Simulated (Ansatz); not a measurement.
# 1T-TaO2 bilayer (AB) in a perpendicular field

Wanted: the out-of-plane response of the 1T-TaO2 bilayer (AB). A positive field points along +c.

Calculated with Ansatz 0.2.0; plane-wave DFT, LDA, Ansatz PAW.

## Step 1: The starting structure

The cell holds 6 atoms: 4 O and 2 Ta. Cell: a = 3.184 Å, b = 3.184 Å, c = 25.805 Å, α = 90.0°, β = 90.0°, γ = 120.0°. Regions: layer 1: 1T-TaO2, 3 atoms (2 O and 1 Ta); layer 2: 1T-TaO2, 3 atoms (2 O and 1 Ta). Vacuum lies along c.

## Step 2: Relaxing the slab

The starting cell is a guess, so the in-plane lattice and the atoms are relaxed first, with the slab cut off from its images along the normal. The program lengthens the vector along the normal by itself, so c and the volume that it reports differ from the typed ones.

Input file input.yaml:

```yaml
crystal:
  lattice:
    - [3.18449, 0.0, 0.0]
    - [-1.592245, 2.7578492381, 0.0]
    - [0.0, 0.0, 25.805139313]
  atoms:
    - { symbol: O, position: [0.6666666667, 0.3333333333, 0.3487677354] }
    - { symbol: Ta, position: [0.0, 0.0, 0.396288689] }
    - { symbol: O, position: [0.3333333333, 0.6666666667, 0.4438096426] }
    - { symbol: O, position: [0.0, 0.0, 0.5561903574] }
    - { symbol: Ta, position: [0.3333333333, 0.6666666667, 0.603711311] }
    - { symbol: O, position: [0.6666666667, 0.3333333333, 0.6512322646] }
  periodic: [true, true, false]
kpoints:
  mp_grid: { grid: [12, 12, 1] }
hamiltonian:
  xc: lda
scf:
  occupations: { method: fermi_dirac, width: 0.05 }
  convergence: { dr2_threshold: 1.0e-09 }
relax:
  f_tol: 0.004
  max_steps: 90
  cell: {}
output:
  write_potential: true
  write_density: true
  volumetric_format: npy
```

On the command line:

```sh
> ansatz run input.yaml --threads 2 --pin off --max-ram 3072MiB --backend cpu --events-out ev --progress --plain --runs-dir out
```

Standard output:

```text
Warning: crystal.periodic: the lattice vector that does not repeat stood 0.000° off the slab's normal, 25.805 Å along it as the deck builds it. The run solves the slab on a vector along the normal, 39.410 Å long, with every atom where it was (on the deck's vector they left 18.00 Å outside them, and the widest stretch free of ions among them is 2.90 Å). A fractional position that the run reports is one of the run's ce [...]
Warning: relax.cell: scf.convergence.dr2_threshold = 1e-9 eV is looser than the 1.8926072448e-10 eV advised for a relaxation that steers and ends on the stress (1e-10 eV for each atom of the cell: 6, times the square of relax.cell.stress_2d_tol = 0.05 N/m over 17.8 Å (the atoms' height at the walk's start and 5 Å past either face), 2.808e-2 GPa, over a crystal's default 0.05). What an SCF threshold leaves in a stress goes as its square root, and in the free energy as the threshold itself, and one threshold admits the most on a small cell: [figures from the program's tests cut] Set scf.convergence.dr2_threshold to 1.8926072448e-10 eV or tighter. [rest of the remark cut]
crystal.periodic: the lattice vector that does not repeat stood 0.000° off the slab's normal, 25.805 Å along it as the deck builds it. The run solves the slab on a vector along the normal, 39.410 Å long, with every atom where it was (on the deck's vector they left 18.00 Å outside them, and the widest stretch free of ions among them is 2.90 Å). A fractional position that the run reports is one of the run's cell, which [...]
Engine: ansatz 0.2.0, aarch64-unknown-linux-gnu
Pseudopotentials: kind: paw
Pseudopotential: O, paw, valence charge 6, recommended cutoff 420 eV (normal), O.paw.azcp
Pseudopotential: Ta, paw, valence charge 13, recommended cutoff 420 eV (normal), Ta.paw.azcp
Functional definition: SPW92
  exchange = slater_x
  correlation = pw_c
Crystal: 6 atoms, lattice volume = 346.115 Å³
Basis set: ecut = 420 eV, 6815 PW (Γ)
Bands: 31, of which v1, the nominal top of the filled ones, is band 25 counted from 1 (24 counted from 0)
Symmetry: 12 space group operations
Space group: P-3m1 (ITA 164), of the structure as read, at distance tolerance 7.0e-5 Å
k-points: 19 of 144
Non-local potential: O, projectors of the file, l = 0: 2, l = 1: 2, l = 2: 1
Non-local potential: Ta, projectors of the file, l = 0: 3, l = 1: 2, l = 2: 2, l = 3: 1
PAW form: soft (Blöchl's): semilocal exchange-correlation on the pseudo side does not see the compensation charge
PAW frozen core: O, regenerated for the run's functional, and the local potential with it (the file was generated under x = pbe(κ = 0.804, μ = 0.219515), c = pbe(β = 0.066725))
PAW frozen core: Ta, regenerated for the run's functional, and the local potential with it (the file was generated under x = pbe(κ = 0.804, μ = 0.219515), c = pbe(β = 0.066725))
PAW one-centre angular grid: O, 110 points (default); XC on 64 Gauss nodes
PAW one-centre angular grid: Ta, 590 points (default); XC on 64 Gauss nodes
Initial density: superposition of atomic densities (neutral atoms: chi_scale 0, normalization atom), corrected by the library's trained network
Initial wavefunctions: pseudopotential atomic-orbital guess
Functional: x = slater, c = lda
SCF iter   1: F=—  HF=-21588.036249 eV  |F-HF|=—  |Δ(HF+E_count)|=         —  Δρ=1.10e-2  dr2=4.81e-1  ethr=1.77e-3  ⟨swp⟩=11.9  Hψ=4118  notcnv=0  defer=4
preconditioner: auto → LDOS  [metal: Δε(μ)=0.032 eV  Ē_g=9.408 eV  σ=0.050 eV  W_gap=0.16  n_scr=24 (ndim 8)  ℏωp=11.6 eV  f_vac=0.734  D(μ)=4.98/eV (n_scr^D=20)  β→1.0]
SCF iter   2: F=—  HF=-21587.959297 eV  |F-HF|=—  |Δ(HF+E_count)|=   7.70e-2  Δρ=4.07e-3  dr2=3.12e-2  ethr=9.61e-4  ⟨swp⟩=3.3  Hψ=1301  notcnv=0  defer=6
SCF iter   3: F=—  HF=-21587.951243 eV  |F-HF|=—  |Δ(HF+E_count)|=   8.05e-3  Δρ=1.74e-3  dr2=1.10e-2  ethr=6.25e-5  ⟨swp⟩=3.4  Hψ=1342  notcnv=0  defer=6
SCF iter   4: F=—  HF=-21587.949643 eV  |F-HF|=—  |Δ(HF+E_count)|=   1.60e-3  Δρ=6.82e-4  dr2=2.04e-3  ethr=2.20e-5  ⟨swp⟩=3.1  Hψ=1084  notcnv=0  defer=6
SCF iter   5: F=—  HF=-21587.949396 eV  |F-HF|=—  |Δ(HF+E_count)|=   2.47e-4  Δρ=1.42e-4  dr2=9.17e-5  ethr=4.08e-6  ⟨swp⟩=3.6  Hψ=1135  notcnv=0  defer=6
SCF iter   6: F=—  HF=-21587.949395 eV  |F-HF|=—  |Δ(HF+E_count)|=   1.12e-6  Δρ=2.55e-5  dr2=2.72e-6  ethr=1.83e-7  ⟨swp⟩=3.5  Hψ=1301  notcnv=0  defer=6
SCF iter   7: F=—  HF=-21587.949264 eV  |F-HF|=—  |Δ(HF+E_count)|=   1.31e-4  Δρ=3.32e-6  dr2=2.65e-8  ethr=5.44e-9  ⟨swp⟩=3.5  Hψ=1331  notcnv=0  defer=6
SCF iter   8: F=—  HF=-21587.949264 eV  |F-HF|=—  |Δ(HF+E_count)|=   1.05e-8  Δρ=1.37e-6  dr2=4.69e-9  ethr=5.31e-11  ⟨swp⟩=4.6  Hψ=1736  notcnv=0  defer=6
SCF iter   9: F=-21587.949264 eV  HF=-21587.949264 eV  |F-HF|=6.55e-11  |Δ(HF+E_count)|=  4.73e-11  Δρ=2.28e-7  dr2=1.19e-10  ethr=2.00e-12  ⟨swp⟩=13.4  Hψ=5335  notcnv=0
SCF 1 converged in 9 iterations: F = -21587.949264 eV  dr2 = 1.19e-10
  greatest PAW one-centre occupation: 1.000 electrons in one spin orbital (limit 2), on the Ta atom at site 4 (counted from 0), in its partial waves of l = 0
relax step   1: F+E_penalty+E_count = -21587.94926385 eV  Δ(F+E_penalty+E_count) = +0.000e0 eV  max|allowed force component| = 3.400e0 eV/Å  Δτ_max = 0.0000 Å  P = -37.586 N/m  Ω = 346.115 Å³  fix = [c, alpha, beta]  reactions: c -0.000 N/m  (9 SCF iters, accepted)
Crystal: 6 atoms, lattice volume = 323.667 Å³
Basis set: ecut = 420 eV, 6275 PW (Γ)
Initial density: handed on by an earlier stage of this run
Initial wavefunctions: those handed on with the density
iter 1 solved again at ethr=2.53e-3 eV; its pass at ethr=3.10e-3 eV (dr2=1.27e0 eV) is discarded
SCF iter   1: F=—  HF=-21590.616591 eV  |F-HF|=—  |Δ(HF+E_count)|=         —  Δρ=2.11e-2  dr2=1.27e0  ethr=2.53e-3  ⟨swp⟩=1.5  Hψ=5222  notcnv=0
preconditioner: auto → LDOS  [metal: Δε(μ)=0.023 eV  Ē_g=11.125 eV  σ=0.050 eV  W_gap=0.11  n_scr=24 (ndim 8)  ℏωp=12.0 eV  f_vac=0.740  D(μ)=6.52/eV (n_scr^D=22)  β→1.0]
SCF iter   2: F=—  HF=-21590.219416 eV  |F-HF|=—  |Δ(HF+E_count)|=   3.97e-1  Δρ=1.23e-2  dr2=2.71e-1  ethr=2.53e-3  ⟨swp⟩=5.1  Hψ=1420  notcnv=0
SCF iter   3: F=—  HF=-21590.143159 eV  |F-HF|=—  |Δ(HF+E_count)|=   7.63e-2  Δρ=1.42e-3  dr2=1.14e-2  ethr=5.43e-4  ⟨swp⟩=3.8  Hψ=1446  notcnv=0  defer=6
SCF iter   4: F=—  HF=-21590.142024 eV  |F-HF|=—  |Δ(HF+E_count)|=   1.14e-3  Δρ=5.64e-4  dr2=1.50e-3  ethr=2.27e-5  ⟨swp⟩=3.4  Hψ=1404  notcnv=0  defer=6
SCF iter   5: F=—  HF=-21590.141832 eV  |F-HF|=—  |Δ(HF+E_count)|=   1.93e-4  Δρ=2.64e-4  dr2=2.20e-4  ethr=3.01e-6  ⟨swp⟩=3.2  Hψ=1272  notcnv=0  defer=6
[...]
SCF iter  10: F=-21590.326890 eV  HF=-21590.326890 eV  |F-HF|=4.00e-11  |Δ(HF+E_count)|=  1.42e-10  Δρ=2.25e-7  dr2=2.16e-10  ethr=2.00e-12  ⟨swp⟩=14.2  Hψ=5456  notcnv=0
SCF 3 converged in 10 iterations: F = -21590.326890 eV  dr2 = 2.16e-10
relax step   3: F+E_penalty+E_count = -21590.32689006 eV  Δ(F+E_penalty+E_count) = -1.852e-1 eV  max|allowed force component| = 1.198e-1 eV/Å  Δτ_max = 0.1903 Å  P = +1.660 N/m  Ω = 305.253 Å³  energy of the carried Pulay correction = +5.513e-2 eV  fix = [c, alpha, beta]  reactions: c +0.000 N/m  (10 SCF iters, accepted)
[... from here on, the SCF cycles and remarks between the steps are left out ...]
relax step   4: F+E_penalty+E_count = -21590.35678024 eV  Δ(F+E_penalty+E_count) = -2.989e-2 eV  max|allowed force component| = 1.116e-1 eV/Å  Δτ_max = 0.1923 Å  P = +0.100 N/m  Ω = 306.038 Å³  energy of the carried Pulay correction = +5.400e-2 eV  fix = [c, alpha, beta]  reactions: c +0.000 N/m  (9 SCF iters, accepted)
relax step   5: F+E_penalty+E_count = -21590.35445238 eV  Δ(F+E_penalty+E_count) = +2.328e-3 eV  max|allowed force component| = 1.385e-1 eV/Å  Δτ_max = 0.1950 Å  P = +0.794 N/m  Ω = 307.765 Å³  energy of the carried Pulay correction = +5.154e-2 eV  fix = [c, alpha, beta]  reactions: c +0.000 N/m  (9 SCF iters, accepted)
relax step   6: F+E_penalty+E_count = -21590.36300338 eV  Δ(F+E_penalty+E_count) = -8.551e-3 eV  max|allowed force component| = 3.328e-3 eV/Å  Δτ_max = 0.0800 Å  P = -0.231 N/m  Ω = 308.651 Å³  energy of the carried Pulay correction = +5.028e-2 eV  fix = [c, alpha, beta]  reactions: c -0.000 N/m  (8 SCF iters, accepted)
relax step   7: F+E_penalty+E_count = -21590.36360734 eV  Δ(F+E_penalty+E_count) = -6.040e-4 eV  max|allowed force component| = 2.681e-3 eV/Å  Δτ_max = 0.0032 Å  P = +0.018 N/m  Ω = 308.273 Å³  energy of the carried Pulay correction = +5.081e-2 eV  fix = [c, alpha, beta]  reactions: c +0.000 N/m  (6 SCF iters, accepted)
relax step   8: F+E_penalty+E_count = -21590.33819810 eV  Δ(F+E_penalty+E_count) = +2.541e-2 eV  max|allowed force component| = 5.586e-4 eV/Å  Δτ_max = 0.0000 Å  P = -0.717 N/m  Ω = 308.273 Å³  fix = [c, alpha, beta]  reactions: c -0.000 N/m  stress off target by 7.17e-1 N/m on what of the cell is left free  SCF on the basis re-selected at this cell (its energy is not comparable with the rows above)  (7 SCF iters)
relax step   9: F+E_penalty+E_count = -21590.34045327 eV  Δ(F+E_penalty+E_count) = -2.255e-3 eV  max|allowed force component| = 4.885e-3 eV/Å  Δτ_max = 0.0085 Å  P = +0.006 N/m  Ω = 307.091 Å³  energy of the carried Pulay correction = +1.575e-3 eV  fix = [c, alpha, beta]  reactions: c +0.000 N/m  (7 SCF iters, accepted)
relax step  10: F+E_penalty+E_count = -21590.34046800 eV  Δ(F+E_penalty+E_count) = -1.473e-5 eV  max|allowed force component| = 1.594e-4 eV/Å  Δτ_max = 0.0017 Å  P = -0.000 N/m  Ω = 307.083 Å³  energy of the carried Pulay correction = +1.585e-3 eV  fix = [c, alpha, beta]  reactions: c -0.000 N/m  (6 SCF iters, accepted)
iter 1 solved again at ethr=9.33e-8 eV; its pass at ethr=3.10e-3 eV (dr2=4.66e-5 eV) is discarded
SCF iter   1: F=—  HF=-21590.338782 eV  |F-HF|=—  |Δ(HF+E_count)|=         —  Δρ=2.22e-5  dr2=2.32e-7  ethr=9.33e-8  ⟨swp⟩=7.5  Hψ=7750  notcnv=0
SCF iter   2: F=—  HF=-21590.338839 eV  |F-HF|=—  |Δ(HF+E_count)|=   5.66e-5  Δρ=8.46e-6  dr2=1.30e-7  ethr=4.64e-10  ⟨swp⟩=4.6  Hψ=1881  notcnv=0
SCF iter   3: F=—  HF=-21590.338839 eV  |F-HF|=—  |Δ(HF+E_count)|=   3.35e-8  Δρ=1.11e-6  dr2=1.55e-9  ethr=2.59e-10  ⟨swp⟩=2.8  Hψ=1092  notcnv=0
SCF iter   4: F=-21590.338839 eV  HF=-21590.338839 eV  |F-HF|=3.46e-10  |Δ(HF+E_count)|=  7.02e-10  Δρ=2.84e-7  dr2=2.66e-10  ethr=2.00e-12  ⟨swp⟩=22.8  Hψ=6550  notcnv=0
SCF 11 converged in 4 iterations: F = -21590.338839 eV  dr2 = 2.66e-10
relax step  11: F+E_penalty+E_count = -21590.33883882 eV  Δ(F+E_penalty+E_count) = +1.629e-3 eV  max|allowed force component| = 2.164e-4 eV/Å  Δτ_max = 0.0000 Å  P = -0.028 N/m  Ω = 307.083 Å³  fix = [c, alpha, beta]  reactions: c -0.000 N/m  stress off target by 2.85e-2 N/m on what of the cell is left free  SCF on the basis re-selected at this cell (its energy is not comparable with the rows above)  (4 SCF iters)
basis re-selected at this cell: Δ(F+E_penalty+E_count) = +1.629e-3 eV, ΔP = -0.028 N/m vs the last step (what re-selecting the basis moved, of the pressure what is left beyond the Pulay correction that the steps carried, after the strain that the cell walked since its last selection, with what the two solves' SCF thresholds leave and, on support functions, any second-order correction that the steps lacked; it is no m [...]
WARN: The output density's exchange-correlation potential varies sharply where the density is thin. Do not read a vacuum level from v_tot or v_xc, or from such a field of the output density. On a cell that repeats whose density bears no net charge and no dipole along the vacuum's axis use v_es (v_loc + v_h of the components); under efield.dipole_correction with no amplitude use v_es + v_field, which holds any externa [...]
SCF converged after 4 iterations
Free energy (F): -21590.338839 eV
Harris-Foulkes:  -21590.338839 eV  (|F-HF|=3.46e-10)
Internal energy: -21590.305372 eV  (E = F + TS)
E sigma→0 (E₀):  -21590.322105 eV
Entropy (-TS):   -0.033467 eV (-5.578 meV/atom)
Fermi energy:    -5.347087 eV
--- Per-component energies (eV) ---
  E_band       = -1293.151016
  E_kinetic    = 1431.836833
  E_local      = -207815.079675  (includes V_loc(G=0)·N_el)
  E_nonlocal   = 240.041243
  E_hartree    = 103007.097745
  E_xc         = -723.255811
  E_vxc        = -780.416258  (∫ρ·V_xc dr)
  E_paw        = -16886.784501  (= ΣΔE_a)
  E_vpaw       = -383.738939  (= ΣTr[D̂ρ^β])
  E_aug_tail   = 0.010374  (compensation charges beyond the density's cutoff)
  E_ewald      = 99154.922928
  E_core_change = 0.905492  (= ΣΔE_core)
  E_smearing   = -0.033467  (= −TS)
  E_closure    = -0.000000  (closes the sum)
  Σ components = -21590.338839   (vs F -21590.338839, Δ=0.00e0)
--- Forces (eV/Å), atoms counted from 1 ---
  atom   1  O      0.00000000     0.00000000    -0.00000591
  atom   2  Ta    -0.00000000    -0.00000000    -0.00017095
  atom   3  O     -0.00000000    -0.00000000    -0.00021638
  atom   4  O     -0.00000000     0.00000000     0.00021638
  atom   5  Ta    -0.00000000     0.00000000     0.00017095
  atom   6  O      0.00000000    -0.00000000     0.00000591
  max |Σ_I F_I| component: 5.78e-19 eV/Å
--- 2D stress c σ (N/m, compression-positive) ---
       -0.028454       0.000000      -0.000000
        0.000000      -0.028454       0.000000
       -0.000000       0.000000      -0.000000
  P = ½ c Tr σ = -0.0285 N/m
--- Band table (eV; the first three rows and the last of 19) ---
  k-point 0: bands = [... 21 lower, -9.5504, -9.4806, -9.4806, -5.2399, -5.2399, -5.2058, -5.2058, -3.7365, ... 2 higher]
  k-point 1: bands = [... 21 lower, -9.7006, -9.6197, -9.4428, -5.2663, -5.2492, -5.0289, -4.9886, -3.7032, ... 2 higher]
  k-point 2: bands = [... 21 lower, -9.9187, -9.8170, -9.3134, -5.4428, -5.3484, -4.5053, -4.4592, -3.6252, ... 2 higher]
  k-point 18: bands = [... 21 lower, -10.8818, -10.1218, -10.1218, -4.4527, -4.4527, -3.8201, -3.7821, -3.7612, ... 2 higher]
  the weakly bound empty levels are not read free of the cell's end (no_gap_told)
--- Relaxed structure (9 steps of the walk, 9 accepted, 2 SCFs on fresh bases) ---
  F+E_penalty+E_count = -21590.33883882 eV   max|allowed force component| = 2.164e-4 eV/Å   (the final SCF, on the basis selected at the relaxed cell)
  cell:  # Å, volume = 307.0830 Å³
    - [2.999562, 0.0, 0]
    - [-1.499781, 2.597697, 0]
    - [0, 0, 39.410279]
  atoms:
    - { symbol: O, position: [0.666667, 0.333333, 0.242009] }
    - { symbol: Ta, position: [1.660297e-17, 0, 0.269948] }
    - { symbol: O, position: [0.333333, 0.666667, 0.297782] }
    - { symbol: O, position: [-1.139629e-17, 0, 0.357000] }
    - { symbol: Ta, position: [0.333333, 0.666667, 0.384834] }
    - { symbol: O, position: [0.666667, 0.333333, 0.412773] }
```

Wall time 3.6 min (2 threads of Arm Neoverse N1, shared host); peak memory 0.58 GiB.

In the SCF lines HF is the Harris–Foulkes energy and dr2 the Hartree energy of the density residual, in eV; the loop may stop once dr2 is under the threshold and the program's other checks hold. Hψ counts applications of the Hamiltonian.

Relaxation path:

| step | energy less that of the first step (eV) | largest force component (eV/Å) | volume (Å³) |
| --- | --- | --- | --- |
| 1 | 0.0000 | 3.4001 | 346.11 |
| 2 | -2.1924 | 0.3792 | 323.67 |
| 3 | -2.3776 | 0.1198 | 305.25 |
| 4 | -2.4075 | 0.1116 | 306.04 |
| 5 | -2.4052 | 0.1385 | 307.76 |
| 6 | -2.4137 | 0.0033 | 308.65 |
| 7 | -2.4143 | 0.0027 | 308.27 |
| 8* | -2.3889 | 0.0006 | 308.27 |
| 9 | -2.3912 | 0.0049 | 307.09 |
| 10 | -2.3912 | 0.0002 | 307.08 |
| 11* | -2.3896 | 0.0002 | 307.08 |

Relaxation steps marked * repeat the geometry before them on a plane-wave basis chosen anew for their cell, so energy and pressure can jump there.

The run keeps the 12 symmetry operations that the program found, so distortions that break them were not tested.

```
cell as run  before  after  change
      a (Å)   3.184  3.000  -5.8 %
      b (Å)   3.184  3.000  -5.8 %
```

The atoms that moved most (Å, along periodic axes as changes of fractional coordinates times the final cell, across vacuum about the mean position):

| atom | dx | dy | dz | length |
| --- | --- | --- | --- | --- |
| O6 | 0.000 | 0.000 | -0.538 | 0.538 |
| O1 | 0.000 | 0.000 | 0.538 | 0.538 |
| Ta5 | 0.000 | 0.000 | -0.412 | 0.412 |
| Ta2 | 0.000 | 0.000 | 0.412 | 0.412 |
| O3 | 0.000 | 0.000 | 0.283 | 0.283 |
| O4 | 0.000 | 0.000 | -0.283 | 0.283 |

The relaxed structure:

```xyz
6
Lattice="2.9996 0.0000 0.0000 -1.4998 2.5977 0.0000 0.0000 0.0000 39.4103" Properties=species:S:1:pos:R:3
O     1.4998    0.8659    9.5376
Ta    0.0000    0.0000   10.6387
O     0.0000    1.7318   11.7357
O     0.0000    0.0000   14.0695
Ta    0.0000    1.7318   15.1664
O     1.4998    0.8659   16.2675
```

Numbers from this step:

- energy at zero smearing: -21590.3221 eV

The lattice constant a goes from 3.184 to 3.000 Å.

(Part 1 of 3 ends here.)

[Long decimals in the printed logs are rounded to 6 places.]

[Logs are printed without paths, hosts, clocks, repeated set-up lines and the standing remarks that a program may print on its own settings, such as how far it seeks lower states.]

[Hosts, paths, dates, database ids (printed as entryN), source tags and the programs' standing remarks are cut or masked in the printed files.]

[Maps of the electrostatic potential energy from Ansatz leave out the sawtooth potential of an applied field or a dipole correction, so their vacuum need not be flat; planar profiles and work functions include it.]
